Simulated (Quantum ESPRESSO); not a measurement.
# HfN (Fm-3m): pw.x, ph.x and EPW, part 3 of 4

Wanted: λ, Tc and ρ(T) of HfN (Fm-3m) from Quantum ESPRESSO and EPW.

Quantum ESPRESSO 7.5; DFT LDA, scalar-relativistic, plane waves, PseudoDojo 0.4.1 norm-conserving pseudopotentials.

So far. Step 3 (Ground state): The Fermi level lies at 19.27 eV and the pressure is 0.005 GPa. Step 4 (Phonons on the coarse mesh): The lowest mode off the zone centre lies at 117 cm⁻¹ and the highest of all solved modes at 568 cm⁻¹, so the solved wavevectors are stable. The acoustic modes at the centre lie within 7.6 cm⁻¹ of zero before the sum rule is imposed.

**7. Wannier functions and couplings**

Projections Hf s, d and N p start 9 Wannier functions; states up to 2.5 eV over the Fermi level are frozen. Hamiltonian, force constants and couplings go to real space.

epw1.in reads:

```
--
 &inputepw
    prefix='x',
    outdir='./tmp',
    dvscf_dir='./save',
    elph=.true.,
    etf_mem=1,
    nbndsub=9,
    bands_skipped='exclude_bands = 1-5',
    use_ws=.true.,
    vme='wannier',
    asr_typ='crystal',
    nk1=9,
    nk2=9,
    nk3=9,
    nq1=3,
    nq2=3,
    nq3=3,
    amass(1)=178.49,
    amass(2)=14.007,
    epwwrite=.true.,
    epwread=.false.,
    wannierize=.true.,
    num_iter=200,
    dis_win_max=44.27,
    dis_froz_max=21.773,
    proj(1)='Hf:s;d',
    proj(2)='N:p',
    wdata(1)='dis_num_iter = 600',
    wdata(2)='guiding_centres = .true.',
    wdata(3)='num_print_cycles = 50',
    wdata(4)='dis_mix_ratio = 0.7',
    band_plot=.true.,
    filkf='path.dat',
    filqf='path.dat',
    fsthick=100.0,
    efermi_read=.true.,
    fermi_energy=19.2731,
 /
```

On the command line:

```
$ OMP_NUM_THREADS=1 mpirun -n 8 epw.x -nk 8 -in epw1.in > epw1.out
```

The program printed:

```text
[the first part of the log is left out]
     Number of WS vectors for phonons       81
     Number of WS vectors for electron-phonon       81
     Maximum number of cores for efficient parallelization      162
     Inside velocity step 1
     Velocity matrix elements calculated
     Writing Hamiltonian, Dynamical matrix and EP vertex in Wann rep to file
     ===================================================================
     Memory usage:  VmHWM =       267Mb
                   VmPeak =       995Mb
     ===================================================================
     Using q-mesh file: path.dat
     WARNING: q-point weigths do not add up to 1 [loadqmesh_serial]
     Size of q point mesh for interpolation:         39
     Using k-mesh file: path.dat
     WARNING: k-point weigths do not add up to 1 [loadkmesh_para]
     Size of k point mesh for interpolation:         39
     Fermi energy coarse grid =  19.273099 eV
     ===================================================================
     Fermi energy is read from the input file: Ef =  19.273100 eV
     ===================================================================
     Skipping    5 occupied bands:
     The Fermi level will be determined with   7.00000 electrons
              ibndmin =     1  ebndmin =    10.098 eV
              ibndmax =     9  ebndmax =    32.387 eV
     Number of ep-matrix elements per pool :         2430 ~=   18.98 Kb (@ 8 bytes/ DP)
     We only need to compute       39 q-points
     ===================================================================
     Memory usage:  VmHWM =       267Mb
                   VmPeak =       995Mb
     ===================================================================
```

It took 12 min on 8 MPI ranks of Intel Xeon Platinum 8375C at 2.90GHz (Ice Lake), shared host; 1.6 h of CPU time.

Numbers from this step:

```
r.m.s. error of the interpolated bands from 2 eV under to 1 eV over the Fermi level : 7.4 meV
largest error in that range                                                         : 23.6 meV
lowest interpolated frequency on the path                                           : 0 cm⁻¹
```

The electronic bands at the labelled points (eV, zero at the Fermi level; # counts the bands kept):

| point | #1 | #2 | #3 | #4 | #5 | #6 | #7 |
| --- | --- | --- | --- | --- | --- | --- | --- |
| K | -6.48 | -5.52 | -5.08 | -0.89 | 4.08 | 4.70 | 6.56 |
| 0.54 of the way | -6.97 | -5.65 | -4.80 | 0.79 | 0.94 | 3.09 | 3.37 |
| Γ | -3.02 | -3.02 | -3.02 | -0.42 | -0.42 | -0.42 | 2.03 |
| 0.55 of the way | -6.93 | -5.41 | -5.41 | 0.82 | 1.66 | 1.66 | 5.40 |
| L | -9.17 | -6.45 | -6.45 | 3.45 | 3.90 | 3.90 | 4.79 |
| halfway | -7.94 | -5.89 | -5.88 | 1.74 | 2.16 | 4.61 | 6.86 |
| W | -6.36 | -5.51 | -5.51 | 1.18 | 1.18 | 5.89 | 6.06 |
| halfway | -5.45 | -5.14 | -5.09 | -1.70 | 4.20 | 5.30 | 5.88 |
| X | -5.35 | -4.05 | -3.66 | -3.66 | 4.32 | 5.87 | 5.87 |

The same for Wannier interpolation:

| point | #1 | #2 | #3 | #4 | #5 | #6 | #7 |
| --- | --- | --- | --- | --- | --- | --- | --- |
| K | -6.47 | -5.52 | -5.08 | -0.91 | 4.32 | 4.81 | 6.85 |
| Γ | -3.02 | -3.02 | -3.02 | -0.42 | -0.42 | -0.42 | 2.03 |
| L | -9.18 | -6.45 | -6.45 | 3.39 | 3.93 | 3.93 | 9.39 |
| W | -6.36 | -5.51 | -5.51 | 1.16 | 1.16 | 5.90 | 6.18 |
| X | -5.35 | -4.05 | -3.66 | -3.66 | 4.32 | 5.86 | 5.86 |

The first set of electronic bands as a text plot (rows in eV, shown from -8.0 to 8.0 only):

```
    7.7 | *     *                      *           *
    7.0 |*       ***                 **        **** ***  ****
    6.3 |**       ***               *         *    ******    ****
    5.7 |  ***      *               *****   **      *************
    5.0 |*    **     **           **     ***       *        ***
    4.3 |**     *                *            *****         *  **
    3.7 | ***   ****   *       **       ******
    3.0 |  *****  ***** **    *        * **   *           **
    2.3 |    ***    *  *******       ** *      ****      *
    1.7 |       **   **             *  *         *****
    1.0 |  **    ***   *          *****             *****
    0.3 | *         *** **     *****                     *
   -0.3 |              **********
   -1.0 |*                                                **
   -1.7 |                                                   *
   -2.3 |                                                    **
   -3.0 |                 ****                                 *
   -3.7 |              ***    *                                **
   -4.3 |           ****       ***                           ****
   -5.0 |*      ********          **                      *****
   -5.7 |******* *** **          *  ***          ****************
   -6.3 |*    ***   *             **   **********     ****
   -7.0 | *       **                *               **
   -7.7 |  *******                   **          ***
         K                 Γ               L            W       X
```

The phonon branches at the labelled points (cm⁻¹):

| point | branch 1 | branch 2 | branch 3 | branch 4 | branch 5 | branch 6 |
| --- | --- | --- | --- | --- | --- | --- |
| K | 137 | 151 | 163 | 499 | 537 | 555 |
| 0.54 of the way | 106 | 131 | 152 | 519 | 541 | 557 |
| Γ | 0 | 0 | 0 | 520 | 520 | 520 |
| 0.55 of the way | 108 | 108 | 165 | 531 | 548 | 548 |
| L | 126 | 126 | 184 | 550 | 575 | 575 |
| halfway | 133 | 146 | 172 | 530 | 542 | 574 |
| W | 137 | 160 | 160 | 508 | 508 | 573 |
| halfway | 138 | 147 | 157 | 494 | 520 | 549 |
| X | 136 | 136 | 148 | 487 | 524 | 524 |

The phonon branches as a text plot (rows in cm⁻¹):

```
    564 |***********                 ***********************
    540 |***************         *******************        ***
    516 |  *************************               **************
    492 |**                                              ********
    468 |
    444 |
    420 |
    396 |
    372 |
    348 |
    324 |
    300 |
    276 |
    252 |
    228 |
    204 |
    180 |                            ***************
    156 |***********              ***            ****************
    132 |******** *****          *     **************************
    108 |        ****  *       ** *****
     84 |           ******    *  *
     60 |              ***     **
     36 |               ***  **
     12 |                 ****
         K                 Γ               L            W       X
```

Near the Fermi level the interpolated bands miss those of pw.x by 7 meV r.m.s. and 24 meV at most, each level matched to the nearest interpolated one; the r.m.s. value is under the 60 meV set for going on.

**8. Coupling and Tc: fine k 16×16×16, q 8×8×8, width 0.15 eV, window 0.55 eV**

The couplings are interpolated to a fine mesh near the Fermi level; their sum gives α²F and λ, and the linearised gap equation gives Tc.

a2f-1.in reads:

```
--
 &inputepw
    prefix='x',
    outdir='./tmp',
    dvscf_dir='./save',
    elph=.true.,
    etf_mem=1,
    nbndsub=9,
    bands_skipped='exclude_bands = 1-5',
    use_ws=.true.,
    vme='wannier',
    asr_typ='crystal',
    nk1=9,
    nk2=9,
    nk3=9,
    nq1=3,
    nq2=3,
    nq3=3,
    amass(1)=178.49,
    amass(2)=14.007,
    epwwrite=.false.,
    epwread=.true.,
    wannierize=.false.,
    nkf1=16,
    nkf2=16,
    nkf3=16,
    nqf1=8,
    nqf2=8,
    nqf3=8,
    mp_mesh_k=.true.,
    ephwrite=.true.,
    eliashberg=.true.,
    liso=.true.,
    limag=.true.,
    tc_linear=.true.,
    tc_linear_solver='power',
    fsthick=0.55,
    degaussw=0.15,
    degaussq=0.5,
    nqstep=500,
    muc=0.13,
    wscut=0.3,
    nsiter=500,
    nstemp=7,
    temps=0.5 1.0 2.0 4.0 8.0 16.0 32.0,
 /
```

On the command line:

```
$ OMP_NUM_THREADS=1 mpirun -n 8 epw.x -nk 8 -in a2f-1.in > a2f-1.out
```

The program printed:

```text
[banner, memory and clock lines left out]
``:oss/
                           `.+s+.     .+ys--yh+     `./ss+.
                          -sh//yy+`   +yy   +yy    -+h+-oyy
                          -yh- .oyy/.-sh.   .syo-.:sy-  /yh
                 `.-.`    `yh+   -oyyyo.     `/syys:    oys      `.`
               `/+ssys+-` `sh+      `                   oys`   .:osyo`
               -yh- ./syyooyo`                          .sys+/oyo--yh/
               `yy+    .-:-.                             `-/+/:`  -sh-
                /yh.                                              oys
          ``..---hho---------`   .---------..`      `.-----.`    -hd+---.
       `./osmNMMMMMMMMMMMMMMMs. +NNMMMMMMMMNNmh+.   yNMMMMMNm-  oNMMMMMNmo++:`
       +sy--/sdMMMhyyyyyyyNMMh- .oyNMMmyyyyyhNMMm+` -yMMMdyyo:` .oyyNMMNhs+syy`
       -yy/   /MMM+.`-+/``mMMy-   `mMMh:`````.dMMN:` `MMMy-`-dhhy```mMMy:``+hs
        -yy+` /MMMo:-mMM+`-oo/.    mMMh:     `dMMN/`  dMMm:`dMMMMy..MMMo-.+yo`
         .sys`/MMMMNNMMMs-         mMMmyooooymMMNo:   oMMM/sMMMMMM++MMN//oh:
          `sh+/MMMhyyMMMs- `-`     mMMMMMMMMMNmy+-`   -MMMhMMMsmMMmdMMd/yy+
    `-/+++oyy-/MMM+.`/hh/.`mNm:`   mMMd+/////:-.`      NMMMMMd/:NMMMMMy:/yyo/:.`
   +os+//:-..-oMMMo:--:::-/MMMo. .-mMMd+---`           hMMMMN+. oMMMMMo. `-+osyso:`
   syo     `mNMMMMMNNNNNNNNMMMo.oNNMMMMMNNNN:`         +MMMMs:`  dMMMN/`     ``:syo
   /yh`     :syyyyyyyyyyyyyyyy+.`+syyyyyyyyo:`         .oyys:`   .oyys:`        +yh
   -yh-        ````````````````    `````````              ``        ``          oys
   -+h/------------------------::::::::://////++++++++++++++++++++++///////::::/yd:
   shdddddddddddddddddddddddddddddhhhhhhhhyyyyyssssssssssssssssyyyyyyyhhhhhhhddddh`
 Lee, H., Poncé, S., Bushick, K., Hajinazar, S., Lafuente-Bartolome, J.,Leveillee, J.,
    Lian, C., Lihm, J., Macheda, F., Mori, H., Paudyal, H., Sio, W., Tiwari, S.,
 Zacharias, M., Zhang, X., Bonini, N., Kioupakis, E., Margine, E.R., and Giustino F.,
                                                     npj Comput Mater 9, 156 (2023)
     Program EPW v.6.0
 %%%%%%%%%%%%%%%%%%%%%%%%%%%%%%%%%%%%%%%%%%%%%%%%%%%%%%%%%%%%%%%%%%%%%%%%%%%%%%
     Error in routine readin (1):
      degaussw too close to fsthick
 %%%%%%%%%%%%%%%%%%%%%%%%%%%%%%%%%%%%%%%%%%%%%%%%%%%%%%%%%%%%%%%%%%%%%%%%%%%%%%
     stopping ...
MPI_ABORT was invoked on rank 0 in communicator MPI_COMM_WORLD
  Proc: [[63015,1],0]
  Errorcode: 1
You may or may not see output from other processes, depending on
exactly when Open MPI kills them.
prterun has exited due to process rank 0 with PID 0 on node (host) calling
"abort". This may have caused other processes in the application to be
terminated by signals sent by prterun (as reported here).
```

It took 0.65 s on 8 MPI ranks.

The input was rejected at the start.

The program's message: “Error in routine readin (1): degaussw too close to fsthick”

**9. Resistivity: fine k 20×20×20, q 10×10×10, adaptive width, window 0.32 eV**

The Boltzmann equation is solved by iteration on a fine mesh; only states within the window around the Fermi level enter.

bte-1.in reads:

```
--
 &inputepw
    prefix='x',
    outdir='./tmp',
    dvscf_dir='./save',
    elph=.true.,
    etf_mem=1,
    nbndsub=9,
    bands_skipped='exclude_bands = 1-5',
    use_ws=.true.,
    vme='wannier',
    asr_typ='crystal',
    nk1=9,
    nk2=9,
    nk3=9,
    nq1=3,
    nq2=3,
    nq3=3,
    amass(1)=178.49,
    amass(2)=14.007,
    epwwrite=.false.,
    epwread=.true.,
    wannierize=.false.,
    nkf1=20,
    nkf2=20,
    nkf3=20,
    nqf1=10,
    nqf2=10,
    nqf3=10,
    mp_mesh_k=.true.,
    scattering=.true.,
    iterative_bte=.true.,
    epmatkqread=.false.,
    assume_metal=.true.,
    int_mob=.false.,
    carrier=.false.,
    ngaussw=-99,
    mob_maxiter=200,
    broyden_beta=0.7,
    fsthick=0.32,
    degaussw=0.0,
    nstemp=6,
    temps=150 200 273 300 400 500,
    restart=.false.,
    selecqread=.false.,
 /
```

On the command line:

```
$ OMP_NUM_THREADS=1 mpirun -n 8 epw.x -nk 8 -in bte-1.in > bte-1.out
```

The program printed:

```text
[the first part of the log is left out]
     =============================================================================================
     Start solving iterative Boltzmann Transport Equation
     =============================================================================================
     Iteration number:         1
     =============================================================================================
       Temp     Fermi        DOS        Population SR                 Conductivity
        [K]      [eV]    [states/Ry] [carriers per cell]               [Ohm.cm]^-1
     =============================================================================================
      150.000  19.3117   0.84106E+01  -0.35527E-14    0.247277E+06   -0.688599E-13    0.619739E-12
                                      -0.35527E-14    0.000000E+00    0.247277E+06    0.302984E-11
                                       0.57732E-14    0.550879E-12   -0.137720E-12    0.247277E+06
      200.000  19.3097   0.23580E+01   0.11102E-15    0.184226E+06   -0.826319E-12    0.137720E-12
                                      -0.17764E-14    0.275440E-12    0.184226E+06   -0.110176E-11
                                      -0.66613E-15   -0.344300E-13    0.179036E-11    0.184226E+06
      273.000  19.3064   0.17052E+01  -0.55511E-16    0.133365E+06    0.671384E-12   -0.292655E-12
                                      -0.17764E-14   -0.688599E-13    0.133365E+06   -0.103290E-12
                                      -0.95479E-14    0.275440E-12   -0.172150E-11    0.133365E+06
      300.000  19.3052   0.38377E+01  -0.55511E-16    0.120899E+06    0.258225E-12   -0.172150E-12
                                       0.17764E-14    0.172150E-12    0.120899E+06    0.516449E-12
                                      -0.99920E-15    0.344300E-13    0.130834E-11    0.120899E+06
      400.000  19.3004   0.50118E+00  -0.41633E-15    0.886288E+05   -0.172150E-13    0.860749E-14
                                      -0.13323E-14    0.860749E-14    0.886288E+05    0.137720E-11
                                       0.88818E-15   -0.946824E-13    0.809104E-12    0.886288E+05
      500.000  19.2957   0.11529E+00   0.44409E-15    0.687711E+05    0.860749E-13    0.129112E-12
                                       0.44409E-15    0.774674E-13    0.687711E+05   -0.774674E-12
                                      -0.80491E-15   -0.602524E-13   -0.774674E-12    0.687711E+05
                                                      0.247277E+06    Max error
     [...]
     Iteration number:        16
     =============================================================================================
       Temp     Fermi        DOS        Population SR                 Conductivity
        [K]      [eV]    [states/Ry] [carriers per cell]               [Ohm.cm]^-1
     =============================================================================================
      150.000  19.3117   0.84106E+01   0.00000E+00    0.259948E+06    0.103290E-11   -0.206580E-12
                                       0.00000E+00    0.482019E-12    0.259948E+06   -0.110176E-11
                                       0.66613E-15    0.550879E-12    0.413159E-12    0.259948E+06
      200.000  19.3097   0.23580E+01   0.00000E+00    0.194407E+06    0.309870E-12   -0.688599E-13
                                       0.00000E+00    0.826319E-12    0.194407E+06   -0.185922E-11
                                      -0.26645E-14   -0.378729E-12   -0.337414E-11    0.194407E+06
      273.000  19.3064   0.17052E+01   0.00000E+00    0.141404E+06    0.430374E-12    0.344300E-13
                                       0.17764E-14   -0.688599E-13    0.141404E+06    0.117062E-11
                                       0.44409E-15    0.189365E-12    0.117062E-11    0.141404E+06
      300.000  19.3052   0.38377E+01   0.55511E-16    0.128301E+06   -0.860749E-13    0.120505E-12
                                      -0.17764E-14    0.103290E-12    0.128301E+06   -0.137720E-12
                                      -0.33307E-15    0.688599E-13   -0.144606E-11    0.128301E+06
      400.000  19.3004   0.50118E+00  -0.27756E-16    0.942453E+05   -0.241010E-12    0.000000E+00
                                       0.17764E-14    0.172150E-12    0.942453E+05    0.413159E-12
                                       0.19429E-14   -0.774674E-13    0.172150E-12    0.942453E+05
      500.000  19.2957   0.11529E+00  -0.41633E-15    0.731866E+05    0.172150E-13   -0.111897E-12
                                      -0.13323E-14    0.215187E-12    0.731866E+05    0.619739E-12
                                      -0.38858E-15    0.111897E-12    0.447589E-12    0.731866E+05
                                                      0.439119E-06    Max error
```

It took 7.8 min on 8 MPI ranks; 63 min of CPU time.

This step gave:

| Property | Result |
| --- | --- |
| iterations | 16 |
| resistivity at 300 K | 7.794 μΩ cm |

Resistivity, by row:

| T (K) | rho_xx (μΩ cm) | rho_yy | rho_zz | relaxation-time approximation, mean of the axes (μΩ cm) |
| --- | --- | --- | --- | --- |
| 150 | 3.847 | 3.847 | 3.847 | 3.176 |
| 200 | 5.144 | 5.144 | 5.144 | 4.212 |
| 273 | 7.072 | 7.072 | 7.072 | 5.735 |
| 300 | 7.794 | 7.794 | 7.794 | 6.311 |
| 400 | 10.61 | 10.61 | 10.61 | 8.564 |
| 500 | 13.66 | 13.66 | 13.66 | 11.02 |

ρ(300 K) = 7.79 μΩ cm; the relaxation-time start gave 6.31. One mesh does not show convergence. The largest adaptive width printed is 0.53 eV, against a window of 0.32 eV outside which no state is counted.

[end of part 3 of 4]

[The logs of pw.x and epw.x are selected lines.]

[Logs are printed without paths, hosts, clocks, repeated set-up lines and the standing remarks that a program may print on its own settings, such as how far it seeks lower states.]

[Hosts, paths, dates, database ids (printed as entryN), source tags and the programs' standing remarks are cut or masked in the printed files.]
